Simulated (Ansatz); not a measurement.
# Y on Re(0001): change of the work function, part 2 of 4

How does one ordered layer of Y (hcp site) change the work function of Re(0001), and what dipole does each adsorbate carry?

Ansatz 0.2.0; plane-wave DFT, PBE, Ansatz PAW.

So far, work function, upper face (eV): step 2 (the clean slab) 4.98.

**3. Adsorbate added**

System of this step: Y/Re(0001). The cell holds 17 atoms: 16 Re and 1 Y. Cell: a = 5.520 Å, b = 5.520 Å, c = 27.873 Å, α = 90.0°, β = 90.0°, γ = 60.0°. Vacuum lies along c.

The clean slab as it ended is repeated in the plane and the adsorbate is set on one face; the cell's size fixes the coverage, and the k-mesh shrinks with it to keep the sampling density about even. Adsorbate and upper layers relax, since the dipole depends on the height.

input.yaml reads:

```yaml
crystal:
  lattice:
    - [5.5199999999, 0.0, 0.0]
    - [2.76, 4.7804602288, 0.0]
    - [0.0, 0.0, 27.8734172128]
  atoms:
    - { symbol: Re, position: [0.3333333333, 0.3333333333, 0.3228882893] }
    - { symbol: Re, position: [0.0, 0.0, 0.4028461927] }
    - { symbol: Re, position: [0.3333333333, 0.3333333333, 0.4862290964] }
    - { symbol: Re, position: [0.0, 0.0, 0.562078611] }
    - { symbol: Re, position: [0.3333333333, 0.8333333333, 0.3228882893] }
    - { symbol: Re, position: [0.0, 0.5, 0.4028461927] }
    - { symbol: Re, position: [0.3333333333, 0.8333333333, 0.4862290964] }
    - { symbol: Re, position: [0.0, 0.5, 0.562078611] }
    - { symbol: Re, position: [0.8333333333, 0.3333333333, 0.3228882893] }
    - { symbol: Re, position: [0.5, 0.0, 0.4028461927] }
    - { symbol: Re, position: [0.8333333333, 0.3333333333, 0.4862290964] }
    - { symbol: Re, position: [0.5, 0.0, 0.562078611] }
    - { symbol: Re, position: [0.8333333333, 0.8333333333, 0.3228882893] }
    - { symbol: Re, position: [0.5, 0.5, 0.4028461927] }
    - { symbol: Re, position: [0.8333333333, 0.8333333333, 0.4862290964] }
    - { symbol: Re, position: [0.5, 0.5, 0.562078611] }
    - { symbol: "Y", position: [0.3333333333, 0.3333333333, 0.6771117107] }
kpoints:
  mp_grid: { grid: [6, 6, 1] }
hamiltonian:
  xc: pbe
scf:
  occupations: { method: fermi_dirac, width: 0.1 }
  convergence: { dr2_threshold: 1.0e-08 }
efield:
  axis: 3
  dipole_correction: true
  ramp_position: 0.97
  ramp_width: 0.06
relax:
  f_tol: 0.02
  max_steps: 60
  constraints: [{ sites: [0, 1, 4, 5, 8, 9, 12, 13] }]
output:
  bader: true
  dos: { projected: true, e_range: [-8, 4] }
  write_potential: true
  write_density: true
  volumetric_format: npy
  elf: true
```

Run with:

```sh
> ansatz run input.yaml --threads 4 --pin off --max-ram 6144MiB --backend cpu --events-out ev --progress --plain --runs-dir out
```

Numbers of over 12 decimals in the logs are rounded to 6 here.

What it wrote:

```text
[...]
Crystal: 17 atoms, lattice volume = 735.528 Å³
Basis set: ecut = 420 eV, 14415 PW (Γ), exchange–correlation on 80×80×384 points (8 copies of the dense FFT grid, shifted against one another)
Bands: 151, of which v1, the nominal top of the filled ones, is band 126 counted from 1 (125 counted from 0)
Symmetry: 6 space group operations
[...]
k-points: 7 of 36 (time reversal used)
[...]
SCF iter   1: F=—  HF=-177728.102557 eV  |F-HF|=—  |Δ(HF+E_count)|=         —  Δρ=6.99e-3  dr2=1.99e0  ethr=1.77e-3  p=0.256 e·Å  D=6.29e-2 V/Å  ΔV_dip=-1.75 eV  dr2_dipole=4.63e-1  V_vac-E_F(+/−)=3.35/5.11 eV  ⟨swp⟩=9.1  Hψ=5002  notcnv=0
[...]
SCF iter  11: F=-177728.051501 eV  HF=-177728.051501 eV  |F-HF|=3.23e-9  |Δ(HF+E_count)|=   1.90e-8  Δρ=6.98e-7  dr2=8.66e-9  ethr=3.98e-12  p=0.272 e·Å  D=6.69e-2 V/Å  ΔV_dip=-1.87 eV  dr2_dipole=1.06e-10  V_vac-E_F(+/−)=3.23/5.10 eV  ⟨swp⟩=10.0  Hψ=8084  notcnv=0
SCF 1 converged in 11 iterations: F = -177728.051501 eV  dr2 = 8.66e-9
[...]
relax step   1: F+E_penalty+E_count = -177728.05150099 eV  Δ(F+E_penalty+E_count) = +0.000e0 eV  max|allowed force component| = 2.204e0 eV/Å  Δτ_max = 0.0000 Å  (11 SCF iters, accepted)
[...]
SCF iter   1: F=—  HF=-177728.623671 eV  |F-HF|=—  |Δ(HF+E_count)|=         —  Δρ=4.13e-3  dr2=9.15e-1  ethr=3.06e-4  p=0.272 e·Å  D=6.69e-2 V/Å  ΔV_dip=-1.87 eV  dr2_dipole=1.34e-1  V_vac-E_F(+/−)=3.24/5.10 eV  ⟨swp⟩=1.9  Hψ=3360  notcnv=0
[...]
eigensolver tolerance schedule calibrated: the retry pair's looser diagonalisation under-reported the residual by θ = 0.16 (0.16/decade); ethr = c·dr2/N_el runs at the constant in force after the calibration composes with the one it found (an armed cap, an earlier calibration), c = 3.9e-2
[...]
SCF iter   2: F=—  HF=-177728.581418 eV  |F-HF|=—  |Δ(HF+E_count)|=   4.23e-2  Δρ=1.94e-3  dr2=1.70e-1  ethr=1.43e-4  p=0.289 e·Å  D=7.10e-2 V/Å  ΔV_dip=-1.98 eV  dr2_dipole=2.61e-2  V_vac-E_F(+/−)=3.12/5.09 eV  ⟨swp⟩=2.4  Hψ=1976  notcnv=0
[...]
SCF iter  11: F=-177728.574197 eV  HF=-177728.574197 eV  |F-HF|=4.39e-9  |Δ(HF+E_count)|=   1.99e-8  Δρ=4.13e-7  dr2=2.60e-9  ethr=1.57e-12  p=0.293 e·Å  D=7.22e-2 V/Å  ΔV_dip=-2.01 eV  dr2_dipole=5.86e-11  V_vac-E_F(+/−)=3.08/5.10 eV  ⟨swp⟩=12.0  Hψ=7377  notcnv=0
SCF 2 converged in 11 iterations: F = -177728.574197 eV  dr2 = 2.60e-9
[...]
relax step   2: F+E_penalty+E_count = -177728.57419659 eV  Δ(F+E_penalty+E_count) = -5.227e-1 eV  max|allowed force component| = 2.403e0 eV/Å  Δτ_max = 0.1949 Å  (11 SCF iters, accepted)
[...]
SCF iter  11: F=-177729.064722 eV  HF=-177729.064722 eV  |F-HF|=1.06e-8  |Δ(HF+E_count)|=   6.01e-8  Δρ=5.92e-7  dr2=4.35e-9  ethr=1.15e-12  p=0.331 e·Å  D=8.13e-2 V/Å  ΔV_dip=-2.27 eV  dr2_dipole=6.89e-12  V_vac-E_F(+/−)=2.83/5.09 eV  ⟨swp⟩=10.0  Hψ=8249  notcnv=0
SCF 3 converged in 11 iterations: F = -177729.064722 eV  dr2 = 4.35e-9
[...]
relax step   3: F+E_penalty+E_count = -177729.06472165 eV  Δ(F+E_penalty+E_count) = -4.905e-1 eV  max|allowed force component| = 2.352e0 eV/Å  Δτ_max = 0.1939 Å  (11 SCF iters, accepted)
[...]
relax step   4: F+E_penalty+E_count = -177729.47845569 eV  Δ(F+E_penalty+E_count) = -4.137e-1 eV  max|allowed force component| = 1.825e0 eV/Å  Δτ_max = 0.1914 Å  (11 SCF iters, accepted)
[...]
relax step   5: F+E_penalty+E_count = -177729.74688761 eV  Δ(F+E_penalty+E_count) = -2.684e-1 eV  max|allowed force component| = 1.009e0 eV/Å  Δτ_max = 0.2000 Å  (11 SCF iters, accepted)
[...]
relax step   6: F+E_penalty+E_count = -177729.80270763 eV  Δ(F+E_penalty+E_count) = -5.582e-2 eV  max|allowed force component| = 4.509e-1 eV/Å  Δτ_max = 0.1145 Å  (10 SCF iters, accepted)
[...]
relax step   7: F+E_penalty+E_count = -177729.81645010 eV  Δ(F+E_penalty+E_count) = -1.374e-2 eV  max|allowed force component| = 5.193e-2 eV/Å  Δτ_max = 0.0352 Å  (9 SCF iters, accepted)
SCF iter   1: F=—  HF=-177729.815435 eV  |F-HF|=—  |Δ(HF+E_count)|=         —  Δρ=2.57e-4  dr2=9.87e-4  ethr=6.21e-6  p=0.412 e·Å  D=1.01e-1 V/Å  ΔV_dip=-2.83 eV  dr2_dipole=1.21e-5  V_vac-E_F(+/−)=2.25/5.07 eV  ⟨swp⟩=2.0  Hψ=1704  notcnv=0
[...]
SCF iter   7: F=-177729.816793 eV  HF=-177729.816793 eV  |F-HF|=2.65e-9  |Δ(HF+E_count)|=   1.92e-8  Δρ=5.60e-7  dr2=6.25e-9  ethr=3.98e-12  p=0.412 e·Å  D=1.01e-1 V/Å  ΔV_dip=-2.83 eV  dr2_dipole=5.45e-10  V_vac-E_F(+/−)=2.25/5.07 eV  ⟨swp⟩=11.4  Hψ=7634  notcnv=0
SCF 8 converged in 7 iterations: F = -177729.816793 eV  dr2 = 6.25e-9
relax step   8: F+E_penalty+E_count = -177729.81679335 eV  Δ(F+E_penalty+E_count) = -3.432e-4 eV  max|allowed force component| = 1.148e-2 eV/Å  Δτ_max = 0.0067 Å  (7 SCF iters, accepted)
NSCF: frozen V_eff on 7 k-points
[...]
WARN: The output density's exchange-correlation potential varies sharply where the density is thin. Do not read a vacuum level from v_tot or v_xc, or from such a field of the output density. On a cell that repeats whose density bears no net charge and no dipole along the vacuum's axis use v_es (v_loc + v_h of the components); under efield.dipole_correction with no amplitude use v_es + v_field, which holds any externa [...]
SCF converged after 7 iterations
Free energy (F): -177729.816793 eV
[...]
Internal energy: -177729.372783 eV  (E = F + TS)
E sigma→0 (E₀):  -177729.594788 eV
Entropy (-TS):   -0.444011 eV (-26.118 meV/atom)
Fermi energy:    5.905674 eV
Dipole field:    D = 0.101375 V/Å  (p = 0.412069 e·Å, saw-weighted, corrected)
Work function:   Φ+ = 2.2486 eV   Φ− = 5.0743 eV
[...]
--- Forces (eV/Å), atoms counted from 1 ---
  atom   1  Re    -0.00000000     0.00000000     1.13549987
  atom   2  Re    -0.00000000    -0.00000000    -1.23959146
  atom   3  Re     0.00000000     0.00000000    -0.00007902
  atom   4  Re    -0.00000000     0.00000000    -0.01148468
  atom   5  Re    -0.02069888     0.01195051     1.28506827
  atom   6  Re     0.01167978    -0.00674332    -1.25007119
  atom   7  Re    -0.00493440     0.00284888    -0.00071755
  atom   8  Re     0.00355782    -0.00205411     0.00652768
  atom   9  Re    -0.00000000    -0.02390101     1.28506827
  atom  10  Re     0.00000000     0.01348665    -1.25007119
  atom  11  Re    -0.00000000    -0.00569775    -0.00071755
  atom  12  Re     0.00000000     0.00410821     0.00652768
  atom  13  Re     0.02069888     0.01195051     1.28506827
  atom  14  Re    -0.01167978    -0.00674332    -1.25007119
  atom  15  Re     0.00493440     0.00284888    -0.00071755
  atom  16  Re    -0.00355782    -0.00205411     0.00652768
  atom  17  Y      0.00000000     0.00000000    -0.00678942
  max |Σ_I F_I| component: 2.31e-5 eV/Å
--- Band table (eV; the first three rows and the last of 7) ---
  k-point 0: bands = [... 122 lower, 6.0893, 6.1868, 6.6007, 6.6007, 6.7298, 6.9408, 6.9408, 7.4744, ... 21 higher]
  k-point 1: bands = [... 122 lower, 5.8317, 5.8853, 6.3726, 6.4570, 6.5354, 6.7190, 6.7494, 6.7804, ... 21 higher]
  k-point 2: bands = [... 122 lower, 5.4194, 5.4520, 5.4845, 5.6484, 5.7858, 6.0968, 6.3097, 6.3133, ... 21 higher]
  k-point 6: bands = [... 122 lower, 5.5891, 5.6978, 5.7085, 5.7214, 5.7250, 6.1482, 6.2537, 6.2720, ... 21 higher]
--- Relaxed structure (8 steps of the walk, 8 accepted, 0 SCFs on fresh bases) ---
  F+E_penalty+E_count = -177729.81679335 eV   max|allowed force component| = 1.148e-2 eV/Å
  atoms:
    - { symbol: Re, position: [0.333333, 0.333333, 0.3228882893] }
    - { symbol: Re, position: [1.632680918509386e-17, 1.632680918509386e-17, 0.402846] }
    - { symbol: Re, position: [0.333333, 0.333333, 0.486329] }
    - { symbol: Re, position: [1.5992761138408104e-17, 1.699490527846537e-17, 0.565175] }
    - { symbol: Re, position: [0.333333, 0.833333, 0.3228882893] }
    - { symbol: Re, position: [5.551115123125783e-17, 0.5, 0.402846] }
    - { symbol: Re, position: [0.330510, 0.834745, 0.485901] }
    - { symbol: Re, position: [-0.0077239, 0.503862, 0.562008] }
    - { symbol: Re, position: [0.833333, 0.333333, 0.3228882893] }
    - { symbol: Re, position: [0.5, 1.6326809184689963e-17, 0.402846] }
    - { symbol: Re, position: [0.834745, 0.330510, 0.485901] }
    - { symbol: Re, position: [0.503862, -0.0077239, 0.562008] }
    - { symbol: Re, position: [0.833333, 0.833333, 0.3228882893] }
    - { symbol: Re, position: [0.500000, 0.5, 0.402846] }
    - { symbol: Re, position: [0.834745, 0.834745, 0.485901] }
    - { symbol: Re, position: [0.503862, 0.503862, 0.562008] }
    - { symbol: Y, position: [0.333333, 0.333333, 0.644165] }
--- Bader charges: 17 sites ---
  site symbol  charge [e]  shift [e]
     0     Re     -0.0685     0.0001
     1     Re      0.0517     0.0001
     2     Re      0.0447     0.0002
     3     Re     -0.1887     0.0002
     4     Re     -0.0658     0.0001
     5     Re      0.0572     0.0001
     6     Re      0.0732     0.0002
     7     Re     -0.3653     0.0002
     8     Re     -0.0659     0.0001
     9     Re      0.0572     0.0001
    10     Re      0.0732     0.0002
    11     Re     -0.3652     0.0002
    12     Re     -0.0659     0.0001
    13     Re      0.0573     0.0001
    14     Re      0.0732     0.0002
    15     Re     -0.3651     0.0002
    16      Y      1.0626     0.0000
  estimated error of the sums over rays = 8.0e-4 e
```

Run time: 6.9 min. Hardware: 4 threads of Arm Neoverse N1, shared host; peak memory 2.7 GiB.

Relaxation path:

```
step  energy less that of the first step (eV)  largest force component (eV/Å)
   1                                   0.0000                          2.2041
   2                                  -0.5227                          2.4032
   3                                  -1.0132                          2.3520
   4                                  -1.4270                          1.8255
   5                                  -1.6954                          1.0094
   6                                  -1.7512                          0.4509
   7                                  -1.7649                          0.0519
   8                                  -1.7653                          0.0115
```

The run keeps the 6 symmetry operations that it works with, so distortions that break them were not tested.

The atoms that moved most (Å):

```
atom      dx      dy      dz  length
 Y17   0.000   0.000  -0.918   0.918
 Re4   0.000   0.000   0.086   0.086
Re16   0.032   0.018  -0.002   0.037
 Re8  -0.032   0.018  -0.002   0.037
Re12   0.000  -0.037  -0.002   0.037
 Re7  -0.012   0.007  -0.009   0.016
Re15   0.012   0.007  -0.009   0.016
Re11   0.000  -0.013  -0.009   0.016
```

Final coordinates:

```cif
data_structure
_symmetry_space_group_name_H-M 'P 1'
_symmetry_Int_Tables_number 1
_cell_length_a 5.5200
_cell_length_b 5.5200
_cell_length_c 27.8734
_cell_angle_alpha 90.000
_cell_angle_beta 90.000
_cell_angle_gamma 60.000
_cell_volume 735.53
loop_
_atom_site_label
_atom_site_type_symbol
_atom_site_fract_x
_atom_site_fract_y
_atom_site_fract_z
_atom_site_occupancy
Re1 Re 0.33333 0.33333 0.32289 1
Re2 Re 0.00000 0.00000 0.40285 1
Re3 Re 0.33333 0.33333 0.48633 1
Re4 Re 0.00000 0.00000 0.56517 1
Re5 Re 0.33333 0.83333 0.32289 1
Re6 Re 0.00000 0.50000 0.40285 1
Re7 Re 0.33051 0.83474 0.48590 1
Re8 Re 0.99228 0.50386 0.56201 1
Re9 Re 0.83333 0.33333 0.32289 1
Re10 Re 0.50000 0.00000 0.40285 1
Re11 Re 0.83474 0.33051 0.48590 1
Re12 Re 0.50386 0.99228 0.56201 1
Re13 Re 0.83333 0.83333 0.32289 1
Re14 Re 0.50000 0.50000 0.40285 1
Re15 Re 0.83474 0.83474 0.48590 1
Re16 Re 0.50386 0.50386 0.56201 1
Y17 Y 0.33333 0.33333 0.64417 1
```

Numbers from this step:

```yaml
energy_at_zero_smearing: -177729.5948 eV
work_function_upper_face: 2.249 eV
work_function_lower_face: 5.074 eV
dipole_along_the_normal: 0.4121 e·Å
step_between_the_vacuum_levels: -2.826 eV
```

Running mean over 2.2287 Å of the planar mean; the ramp of the sawtooth is left out. Table of electron's electrostatic potential energy less the Fermi level by z:

```
z (Å)  electron's electrostatic potential energy less the Fermi level (eV)
    4                                                                 5.07
    5                                                                 5.06
    6                                                                 4.95
    7                                                                 3.58
    8                                                                -6.13
    9                                                                -13.1
   10                                                                -13.3
   11                                                                -13.4
   12                                                                -12.6
   13                                                                -12.9
   14                                                                -14.0
   15                                                                -14.2
   16                                                                -12.7
   17                                                                -5.49
   18                                                                -1.79
   19                                                               -0.470
   20                                                                 1.66
   21                                                                 2.14
   22                                                                 2.23
   23                                                                 2.25
   24                                                                 2.25
```

The density of states has structure finer than the step of the table below, so its rows give means over 0.5 eV, whole bins alone (the curve runs from -8 to 1.98 eV). Peaks (eV: height): -2.47: 36.9, -1.62: 36.5, -1.50: 42.6, -1.38: 46.3, -0.33: 44.5, 0.33: 36.3, 0.63: 36.5.

Density of states against energy, zero at the Fermi level; means over each step:

```
energy (eV)  density of states (states/eV a cell)
       -7.5                                  2.08
       -7.0                                  2.08
       -6.5                                  4.74
       -6.0                                  10.2
       -5.5                                  13.3
       -5.0                                  17.8
       -4.5                                  12.0
       -4.0                                  16.4
       -3.5                                  15.5
       -3.0                                  12.6
       -2.5                                  19.0
       -2.0                                  18.6
       -1.5                                  28.6
       -1.0                                  23.4
       -0.5                                  22.7
        0.0                                  11.4
        0.5                                  16.4
        1.0                                  15.1
        1.5                                  15.7
```

Projected DOS per atom over height of the atomic layer and energy from the Fermi level. Layers: Re4 Re4 Re4 Re4 Y from below.

Values in states/eV, 22 rows by 5 columns, each cell a mean:
```
1.16 0.93 0.64 0.91 2.15
0.96 0.56 0.52 0.78 1.83
1.04 0.67 0.66 0.81 1.93
0.81 0.66 0.75 0.75 2.39
0.79 0.65 0.54 0.63 1.35
1.57 1.34 1.21 1.16 1.02
1.51 1.11 1.19 1.41 0.88
2.19 1.30 1.55 1.85 0.84
1.23 0.85 0.93 1.48 0.72
1.58 1.29 1.07 1.41 0.70
0.53 0.66 0.66 0.91 0.52
1.06 1.09 0.99 0.93 0.29
0.85 1.09 0.89 0.98 0.15
0.89 0.95 0.96 0.95 0.09
0.68 0.84 0.81 0.69 0.05
1.00 1.18 1.22 0.97 0.11
0.48 0.95 1.05 0.71 0.08
0.40 0.81 0.95 0.57 0.08
0.27 0.41 0.47 0.33 0.05
0.09 0.16 0.17 0.12 0.02
0.09 0.15 0.14 0.11 0.02
0.07 0.14 0.13 0.09 0.02
```
Columns: height of the atomic layer (Å) from 9 to 18.0; rows upwards: energy from the Fermi level (eV) from -7.96 to 1.95.

Valence density in the ca plane at fractional y = 0.331, with atoms of Re and Y within 0.2 Å of it. It is the smooth field of the valence electrons, not physical close to the nuclei.

Ten even steps from '0' (0.0 e/Å³) to '9' (6.8 e/Å³), each cell a mean:
```
54200000000135310000000000000000000000000000
99510000000389830000000000000000000000000000
99510000000389830000000000000000000000000000
76310000000257520000000000000000000000000000
22100011000012100011000000000000000000000000
00000112100000000012100000000000000000000000
00000122100000000011100000000000000000000000
22100011000012100001000011100000000000000000
77310000000268620000000134420000000000000000
99510000000389830000000245530000000000000000
98410000000279730000000145420000000000000000
44200000000134310000000023210000000000000000
11000011100001000011100000000000000000000000
00000122100000000012100000000000000000000000
11000011100001000011100000000000000000000000
```
Columns run along c (16.0 Å, from fractional 0.32 to 0.89 of the cell), rows up along a (5.5 Å). Atoms in or near the plane, at fractional coordinates: Re at (0.32, 0.33), Re at (0.49, 0.33), Re at (0.32, 0.83), Re at (0.49, 0.83), Y at (0.64, 0.33).

ELF in the ca plane at fractional y = 0.331, with atoms of Re and Y within 0.2 Å of it. It is the smooth field of the valence electrons, not physical close to the nuclei.

Values, 8 rows by 16 columns, each cell a mean:
```
0.61 0.37 0.31 0.35 0.54 0.48 0.35 0.37 0.41 0.28 0.14 0.07 0.02 0.00 0.00 0.00
0.62 0.39 0.35 0.37 0.58 0.53 0.37 0.44 0.43 0.30 0.14 0.05 0.02 0.00 0.00 0.00
0.39 0.33 0.30 0.30 0.36 0.35 0.30 0.30 0.35 0.17 0.12 0.12 0.04 0.01 0.00 0.00
0.32 0.31 0.37 0.28 0.33 0.34 0.31 0.33 0.26 0.29 0.12 0.21 0.13 0.02 0.00 0.00
0.61 0.37 0.31 0.35 0.54 0.48 0.34 0.37 0.48 0.79 0.37 0.24 0.21 0.05 0.00 0.00
0.62 0.39 0.35 0.37 0.58 0.53 0.36 0.42 0.53 0.72 0.43 0.24 0.23 0.05 0.00 0.00
0.39 0.33 0.31 0.30 0.35 0.35 0.31 0.31 0.31 0.55 0.19 0.23 0.16 0.03 0.00 0.00
0.32 0.31 0.36 0.28 0.33 0.34 0.30 0.33 0.31 0.11 0.10 0.15 0.07 0.01 0.00 0.00
```
Columns run along c (16.0 Å, from fractional 0.32 to 0.89 of the cell), rows up along a (5.5 Å). Atoms in or near the plane, at fractional coordinates: Re at (0.32, 0.33), Re at (0.49, 0.33), Re at (0.32, 0.83), Re at (0.49, 0.83), Y at (0.64, 0.33).

Electrostatic potential energy in the ca plane at fractional y = 0.331, with atoms of Re and Y within 0.2 Å of it. With pseudopotentials it is smooth inside the atoms' cores, unlike the true potential.

Values in eV, 8 rows by 16 columns, each cell a mean:
```
-48  -2   1   3 -39 -29   2   3   9   9   9   9   9   9   9   9
-56  -5   4   3 -48 -38   4   6   9   9   9   9   9   9   9   9
-15   2 -10   2 -11  -6  -4  -5   8   7   8   9   9   9   9   9
 -2   2 -18   1   0   1  -7  -9   3  -3   4   8   9   9   9   9
-48  -2   1   3 -38 -30   3   3 -15 -43  -4   7   9   9   9   9
-56  -5   4   3 -47 -38   5   6 -21 -51  -7   7   9   9   9   9
-15   2 -10   2 -11  -7  -3  -4  -2 -16   2   8   9   9   9   9
 -2   2 -18   1   0   1  -8  -9   7   5   7   8   9   9   9   9
```
Columns run along c (16.0 Å, from fractional 0.32 to 0.89 of the cell; values clipped at the 3rd and 97th percentile), rows up along a (5.5 Å). Atoms in or near the plane, at fractional coordinates: Re at (0.32, 0.33), Re at (0.49, 0.33), Re at (0.32, 0.83), Re at (0.49, 0.83), Y at (0.64, 0.33).

The relaxation took 8 steps and lowered the energy by 1.8 eV; the largest force on the free atoms ends at 0.011 eV/Å.

By hand: a sheet of dipoles makes a step −p/(ε₀A) in the electron's potential. With e/ε₀ = 180.95 V·Å, p = 0.4121 e·Å and A = 26.39 Å², that is −180.95 × (0.4121) / 26.39 = -2.826 eV, and the two vacuum levels of the run differ by -2.826 eV.

The covered face has 2.25 eV, -2.73 eV against the clean one; the bare back face has moved by -0.05 eV, a measure of how thin the slab is.

[end of part 2 of 4]

[Logs are printed without paths, hosts, clocks, repeated set-up lines and the standing remarks that a program may print on its own settings, such as how far it seeks lower states.]

[Hosts, paths, dates, database ids (printed as entryN), source tags and the programs' standing remarks are cut or masked in the printed files.]

[Maps of the electrostatic potential energy from Ansatz leave out the sawtooth potential of an applied field or a dipole correction, so their vacuum need not be flat; planar profiles and work functions include it.]

[The density of states shown here was stored with 400 of the rows of the run's finer table, so its peaks can read low, often by over a quarter, or be missed, and its means over a window can be off by a tenth or more.]
